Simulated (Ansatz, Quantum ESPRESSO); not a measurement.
## Ta (Im-3m): phonons and their coupling to the electrons

Wanted: the coupling constant λ of Ta (Im-3m) at ambient pressure.

Main program and level: Quantum ESPRESSO 7.5; DFT PBE, scalar-relativistic, plane waves, PseudoDojo norm-conserving pseudopotentials.

## 1. Set-up

The structure is cubic, space group Im-3m (No. 229). The conventional cell has a = 3.303 Å, b = 3.303 Å, c = 3.303 Å, α = 90.00°, β = 90.00°, γ = 90.00°. Nearest to Ta lie 8 Ta at 2.86 Å.

## 2. A first look

Before anything dear is run, a loose run with smearing shows whether this is a metal and how far the cell is from rest.

probe.in

```
 &control
    calculation='scf',
    prefix='x',
    outdir='./tmp',
    pseudo_dir='./pseudo',
    tprnfor=.true.,
    tstress=.true.,
    verbosity='high',
 /
 &system
    ibrav=0,
    nat=1,
    ntyp=1,
    ecutwfc=50.0,
    occupations='smearing',
    smearing='gaussian',
    degauss=0.01,
 /
 &electrons
    conv_thr=1.0d-07,
    mixing_beta=0.7,
    electron_maxstep=100,
 /
ATOMIC_SPECIES
 Ta    180.9479  Ta.upf
CELL_PARAMETERS angstrom
    -1.651280000    1.651280000    1.651280000
     1.651280000   -1.651280000    1.651280000
     1.651280000    1.651280000   -1.651280000
ATOMIC_POSITIONS crystal
 Ta     0.000000000   0.000000000   0.000000000
K_POINTS automatic
 8 8 8 0 0 0
```

Started as:

```bash
> OMP_NUM_THREADS=1 mpirun -n 8 pw.x -nk 8 -in probe.in > probe.out
```

Output:

```text
[banners, grids, parts of the stress and lines that vanish by symmetry left out]
Program PWSCF v.7.5
     Message from routine setup:
     using ibrav=0 with symmetry is DISCOURAGED, use correct ibrav instead
[...]
kinetic-energy cutoff     =      50.0000  Ry
     charge density cutoff     =     200.0000  Ry
     scf convergence threshold =      1.0E-07
[...]
Exchange-correlation= PBE
                           (   1   4   3   4   0   0   0)
[...]
48 Sym. Ops., with inversion, found
[...]
(     0          1          0      )
                  (     0          0          1      )
[...]
(  0.0000000  1.0000000 -0.0000000 )
                  ( -0.0000000 -0.0000000  1.0000000 )
[...]
(     1          0          0      )
                  (    -1         -1         -1      )
[...]
(  1.0000000  0.0000000  0.0000000 )
                  ( -0.0000000 -1.0000000 -0.0000000 )
[...]
(    -1          0          0      )
                  (     0          0         -1      )
[...]
( -1.0000000 -0.0000000  0.0000000 )
                  (  0.0000000  1.0000000 -0.0000000 )
[...]
number of k points=    29  Gaussian smearing, width (Ry)=  0.0100
[...]
End of self-consistent calculation
[...]
the Fermi energy is    18.4776 ev
!    total energy              =    -130.20877593 Ry
[...]
convergence has been achieved in   5 iterations
[...]
atom    1 type  1   force =     0.00000000    0.00000000    0.00000000
[...]
Total force =     0.000000     Total SCF correction =     0.000000
[...]
total   stress  (Ry/bohr**3)                   (kbar)     P=        5.30
[...]
XML data file, charge density, pseudopotentials, collected wavefunctions

   JOB DONE.
```

It took 3.2 s on 8 MPI ranks of Intel Xeon at 2.70GHz, shared host.

Read from the output:

```
volume per atom   : 18.01 Å³
pressure          : 0.53 GPa
gap on the k-mesh : 0 eV
```

No gap opens on this mesh, so smearing is kept; the start stands at 0.53 GPa.

## 3. Relaxation

Frequencies change by per cents with a per cent of volume, so the structure is first brought to rest at this level of theory.

relax.in

```
 &control
    calculation='vc-relax',
    prefix='x',
    outdir='./tmp',
    pseudo_dir='./pseudo',
    tprnfor=.true.,
    tstress=.true.,
    forc_conv_thr=2.0d-05,
    etot_conv_thr=1.0d-07,
    nstep=40,
 /
 &system
    ibrav=0,
    nat=1,
    ntyp=1,
    ecutwfc=50.0,
    occupations='smearing',
    smearing='mv',
    degauss=0.02,
 /
 &electrons
    conv_thr=1.0d-11,
    mixing_beta=0.7,
    electron_maxstep=100,
 /
 &ions
 /
 &cell
    press_conv_thr=0.2,
 /
ATOMIC_SPECIES
 Ta    180.9479  Ta.upf
CELL_PARAMETERS angstrom
    -1.651280000    1.651280000    1.651280000
     1.651280000   -1.651280000    1.651280000
     1.651280000    1.651280000   -1.651280000
ATOMIC_POSITIONS crystal
 Ta     0.000000000   0.000000000   0.000000000
K_POINTS automatic
 16 16 16 0 0 0
```

Started as:

```bash
> OMP_NUM_THREADS=1 mpirun -n 8 pw.x -nk 8 -in relax.in > relax.out
```

Output:

```text
[banners, grids, parts of the stress and lines that vanish by symmetry left out]
[banner, memory and clock lines left out]
Program PWSCF v.7.5

[...]
kinetic-energy cutoff     =      50.0000  Ry
     charge density cutoff     =     200.0000  Ry
     scf convergence threshold =      1.0E-11
[...]
energy convergence thresh.=      1.0E-07
     force convergence thresh. =      2.0E-05
     press convergence thresh. =      2.0E-01
     Exchange-correlation= PBE
                           (   1   4   3   4   0   0   0)
[...]
48 Sym. Ops., with inversion, found
[...]
number of k points=   145  Marzari-Vanderbilt smearing, width (Ry)=  0.0200
[...]
End of self-consistent calculation
[...]
the Fermi energy is    18.4483 ev
!    total energy              =    -130.20629737 Ry
[...]
convergence has been achieved in   7 iterations
[...]
atom    1 type  1   force =     0.00000000    0.00000000    0.00000000
     Total force =     0.000000     Total SCF correction =     0.000000
[...]
total   stress  (Ry/bohr**3)                   (kbar)     P=       25.63
[...]
number of bfgs steps    =   0
[...]
CELL_PARAMETERS (angstrom)
[...]
ATOMIC_POSITIONS (crystal)
Ta               0.0000000000        0.0000000000        0.0000000000
[...]
New effective cutoffs (rho, wfc):  196.94   49.57
[...]
End of self-consistent calculation
[...]
the Fermi energy is    18.1763 ev
!    total energy              =    -130.20642795 Ry
[...]
convergence has been achieved in   6 iterations
[...]
atom    1 type  1   force =     0.00000000    0.00000000    0.00000000
     Total force =     0.000000     Total SCF correction =     0.000000
[...]
total   stress  (Ry/bohr**3)                   (kbar)     P=       -1.30
[...]
number of bfgs steps    =   1
[...]
CELL_PARAMETERS (angstrom)
[...]
ATOMIC_POSITIONS (crystal)
Ta               0.0000000000        0.0000000000        0.0000000000
[...]
New effective cutoffs (rho, wfc):  197.03   49.59
[...]
End of self-consistent calculation
[...]
the Fermi energy is    18.1895 ev
!    total energy              =    -130.20642830 Ry
[...]
convergence has been achieved in   5 iterations
[...]
atom    1 type  1   force =     0.00000000    0.00000000    0.00000000
     Total force =     0.000000     Total SCF correction =     0.000000
[...]
total   stress  (Ry/bohr**3)                   (kbar)     P=       -0.02
[...]
number of bfgs steps    =   2
[...]
small trust_radius: resetting bfgs history
[...]
CELL_PARAMETERS (angstrom)
[...]
ATOMIC_POSITIONS (crystal)
Ta               0.0000000000        0.0000000000        0.0000000000
[...]
New effective cutoffs (rho, wfc):  197.03   49.59
[...]
End of self-consistent calculation
[...]
the Fermi energy is    18.1897 ev
!    total energy              =    -130.20642830 Ry
[...]
convergence has been achieved in   3 iterations
[...]
atom    1 type  1   force =     0.00000000    0.00000000    0.00000000
     Total force =     0.000000     Total SCF correction =     0.000000
[...]
total   stress  (Ry/bohr**3)                   (kbar)     P=        0.00
[...]
bfgs converged in   4 scf cycles and   3 bfgs steps
[...]
End of BFGS Geometry Optimization
     Final enthalpy           =    -130.2064282980 Ry
     File ./tmp/x.bfgs deleted, as requested
[...]
CELL_PARAMETERS (angstrom)
[...]
ATOMIC_POSITIONS (crystal)
Ta               0.0000000000        0.0000000000        0.0000000000
[...]
Final scf calculation at the relaxed structure.
[...]
kinetic-energy cutoff     =      50.0000  Ry
     charge density cutoff     =     200.0000  Ry
     scf convergence threshold =      1.0E-13
[...]
press convergence thresh. =      2.0E-01
     Exchange-correlation= PBE
                           (   1   4   3   4   0   0   0)
[...]
48 Sym. Ops., with inversion, found
[...]
number of k points=   145  Marzari-Vanderbilt smearing, width (Ry)=  0.0200
[...]
c_bands:  1 eigenvalues not converged
[...]
End of self-consistent calculation
[...]
the Fermi energy is    18.1897 ev
!    total energy              =    -130.20648890 Ry
[...]
convergence has been achieved in   8 iterations
[...]
atom    1 type  1   force =     0.00000000    0.00000000    0.00000000
     Total force =     0.000000     Total SCF correction =     0.000000
[...]
total   stress  (Ry/bohr**3)                   (kbar)     P=        0.79
[...]
XML data file, charge density, pseudopotentials, collected wavefunctions
```

Run time: 13 s. Hardware: 8 MPI ranks; 1.7 min of CPU time.

Step by step:

```
step  energy less that of the first step (eV)  largest force (eV/Å)  pressure (GPa)  volume (Å³)
   1                                   0.0000                0.0000            2.56        18.01
   2                                  -0.0018                0.0000           -0.13        18.25
   3                                  -0.0018                0.0000            0.00        18.24
   4                                  -0.0018                0.0000            0.00        18.23
   5                                  -0.0026                0.0000            0.08        18.23
```

```csv
"conventional cell, symmetrised",before,after,change
a (Å),3.303,3.316,+0.4 %
b (Å),3.303,3.316,+0.4 %
c (Å),3.303,3.316,+0.4 %
volume (Å³/atom),18.01,18.23,+1.2 %
```

Final coordinates:

```
Ta
1.0
    -1.65812    1.65812    1.65812
     1.65812   -1.65812    1.65812
     1.65812    1.65812   -1.65812
Ta
1
Direct
  0.00000 0.00000 0.00000
```

The last row of the table of steps is pw.x's closing run on a basis chosen anew for the final cell, so its energy can jump.

Numbers from this step:

| Property | Result |
| --- | --- |
| volume per atom | 18.23 Å³ |
| pressure | 0.079 GPa |

The volume changes by +1.2 % from the cell with which this run began.

## 4. Self-consistent run for the response

The response is built on this ground state, so it is converged far tighter than an energy would need. Smearing stays on, as the first look found no gap above 0.3 eV.

scf.in

```
 &control
    calculation='scf',
    prefix='x',
    outdir='./tmp',
    pseudo_dir='./pseudo',
    tprnfor=.true.,
    tstress=.true.,
 /
 &system
    ibrav=0,
    nat=1,
    ntyp=1,
    ecutwfc=50.0,
    occupations='smearing',
    smearing='mv',
    degauss=0.02,
 /
 &electrons
    conv_thr=1.0d-12,
    mixing_beta=0.7,
    electron_maxstep=100,
 /
ATOMIC_SPECIES
 Ta    180.9479  Ta.upf
CELL_PARAMETERS angstrom
    -1.658116945    1.658116945    1.658116945
     1.658116945   -1.658116945    1.658116945
     1.658116945    1.658116945   -1.658116945
ATOMIC_POSITIONS crystal
 Ta     0.000000000   0.000000000   0.000000000
K_POINTS automatic
 16 16 16 0 0 0
```

Started as:

```bash
> OMP_NUM_THREADS=1 mpirun -n 8 pw.x -nk 8 -in scf.in > scf.out
```

Output:

```text
[banners, grids, parts of the stress and lines that vanish by symmetry left out]
[banner, memory and clock lines left out]
Program PWSCF v.7.5

[...]
kinetic-energy cutoff     =      50.0000  Ry
     charge density cutoff     =     200.0000  Ry
     scf convergence threshold =      1.0E-12
[...]
Exchange-correlation= PBE
                           (   1   4   3   4   0   0   0)
[...]
48 Sym. Ops., with inversion, found
[...]
number of k points=   145  Marzari-Vanderbilt smearing, width (Ry)=  0.0200
[...]
End of self-consistent calculation
[...]
the Fermi energy is    18.1897 ev
!    total energy              =    -130.20648890 Ry
[...]
convergence has been achieved in   8 iterations
[...]
atom    1 type  1   force =     0.00000000    0.00000000    0.00000000
     Total force =     0.000000     Total SCF correction =     0.000000
[...]
total   stress  (Ry/bohr**3)                   (kbar)     P=        0.79
[...]
XML data file, charge density, pseudopotentials, collected wavefunctions
```

Run time: 4.3 s. Hardware: 8 MPI ranks.

The cell stands at 0.079 GPa, close enough for phonons.

## 5. Levels on a dense mesh

The coupling is a sum over pairs of states at the Fermi level and needs a much denser mesh than the density does.

scf_fit.in, as its differences from scf.in of step 4:

```diff
@@ -16,5 +16,6 @@
     degauss=0.02,
+    la2F=.true.,
  /
  &electrons
-    conv_thr=1.0d-12,
+    conv_thr=1.0d-10,
     mixing_beta=0.7,
@@ -31,2 +32,2 @@
 K_POINTS automatic
- 16 16 16 0 0 0
+ 32 32 32 0 0 0
```

Started as:

```bash
> OMP_NUM_THREADS=1 mpirun -n 8 pw.x -nk 8 -in scf_fit.in > scf_fit.out
```

Output:

```text
[banners, grids, parts of the stress and lines that vanish by symmetry left out]
[banner, memory and clock lines left out]
Program PWSCF v.7.5

[...]
kinetic-energy cutoff     =      50.0000  Ry
     charge density cutoff     =     200.0000  Ry
     scf convergence threshold =      1.0E-10
[...]
Exchange-correlation= PBE
                           (   1   4   3   4   0   0   0)
[...]
48 Sym. Ops., with inversion, found
[...]
number of k points=   897  Marzari-Vanderbilt smearing, width (Ry)=  0.0200
[...]
End of self-consistent calculation
[...]
the Fermi energy is    18.1914 ev
!    total energy              =    -130.20661319 Ry
[...]
convergence has been achieved in   7 iterations
[...]
atom    1 type  1   force =     0.00000000    0.00000000    0.00000000
     Total force =     0.000000     Total SCF correction =     0.000000
[...]
total   stress  (Ry/bohr**3)                   (kbar)     P=       -0.73
[...]
XML data file, charge density, pseudopotentials, collected wavefunctions
```

Elapsed: 17 s, on 8 MPI ranks; 2.3 min of CPU time.

This step gave:

```yaml
pressure: -0.073 GPa
```

## 6. Ground state

The run on the dense mesh left its levels for the electron-phonon sums; ph.x needs the ground state on the coarse mesh, so pw.x runs once more in the same folder.

scf.in is that of step 4.

Started as:

```bash
> OMP_NUM_THREADS=1 mpirun -n 8 pw.x -nk 8 -in scf.in > scf.out
```

Output:

```text
[banners, grids, parts of the stress and lines that vanish by symmetry left out]
[banner, memory and clock lines left out]
Program PWSCF v.7.5

[...]
kinetic-energy cutoff     =      50.0000  Ry
     charge density cutoff     =     200.0000  Ry
     scf convergence threshold =      1.0E-12
[...]
Exchange-correlation= PBE
                           (   1   4   3   4   0   0   0)
[...]
48 Sym. Ops., with inversion, found
[...]
number of k points=   145  Marzari-Vanderbilt smearing, width (Ry)=  0.0200
[...]
End of self-consistent calculation
[...]
the Fermi energy is    18.1897 ev
!    total energy              =    -130.20648890 Ry
[...]
convergence has been achieved in   8 iterations
[...]
atom    1 type  1   force =     0.00000000    0.00000000    0.00000000
     Total force =     0.000000     Total SCF correction =     0.000000
[...]
total   stress  (Ry/bohr**3)                   (kbar)     P=        0.79
[...]
XML data file, charge density, pseudopotentials, collected wavefunctions
```

Elapsed: 4.5 s, on 8 MPI ranks; 34 s of CPU time.

Read from the output:

```
pressure : 0.079 GPa
```

[end of part 1 of 4]

[Host names and launcher messages were left out of these logs when they were recorded.]

[Logs are printed without paths, hosts, clocks, repeated set-up lines and the standing remarks that a program may print on its own settings, such as how far it seeks lower states.]

[Hosts, paths, dates, database ids (printed as entryN), source tags and the programs' standing remarks are cut or masked in the printed files.]
